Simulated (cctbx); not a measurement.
# LaMoOs: precision against data quality

Space group P-62m (no. 189), a = 7.5420 Å, b = 7.5420 Å, c = 3.8680 Å, α = 90.00°, β = 90.00°, γ = 120.00°.

| atom | mult. | x | y | z | Ueq (Å²) |
| --- | --- | --- | --- | --- | --- |
| Os1 | 1 | 0 | 0 | 1/2 | 0.0093 |
| Os2 | 2 | 2/3 | 1/3 | 0 | 0.0079 |
| La1 | 3 | 0.4068 | 0 | 1/2 | 0.0106 |
| Mo1 | 3 | 0.7392 | 0 | 0 | 0.0116 |

This is a model crystal, built by substitution and not relaxed, with assumed displacement parameters.

Five simulated data sets (cctbx; Ag Kα, λ = 0.56087 Å; 6 % proportional error) differ in resolution or exposure (noise floor 2 counts in the first three, 8 in the last two). Each is refined with the right model, isotropic at 1.1 Å and anisotropic otherwise. How do the figures of merit and the uncertainties move?

```
d min (Å)  top counts  ⟨I/σ⟩ (unmerged, absences included)  unique  param. (scale apart)   Rint      R1  GooF  largest s.u. xyz (fractional)  s.u. U of Mo1 (Å²)  largest error (Å)
      1.1       20000                                 14.0      72                     6  0.046  0.0117  1.10                        0.00026              0.0005             0.0015
     0.84       20000                                 13.5     151                    12  0.047  0.0099  0.92                        0.00012              0.0003             0.0004
      0.6       20000                                 11.8     376                    12  0.052  0.0108  0.92                        0.00007              0.0001             0.0003
     0.75         300                                  1.6     205                    12  0.356  0.0624  0.89                        0.00101              0.0026             0.0073
     0.75        3000                                  7.1     205                    12  0.079  0.0169  0.88                        0.00020              0.0005             0.0012
```

The number of reflections grows roughly as 1/d³: 72, 151 and 376 here. R1 follows the noise rather than the truth: at 300 counts it is 0.0624, at 3000 counts 0.0169, while GooF is 0.89 and 0.88: the weights 1/σ² carry the noise. The s.u. of U (U11 where anisotropic) for Mo1 goes 0.0005, 0.0003, 0.0001 Å² with resolution and 0.0026, 0.0005 Å² with exposure.

Hardware for the 0.6 Å refinement: 0.36 s on 1 thread of Arm Neoverse V2, on a shared host, peak memory 0.09 GiB.

[Logs are printed without paths, hosts, clocks, repeated set-up lines and the standing remarks that a program may print on its own settings, such as how far it seeks lower states.]
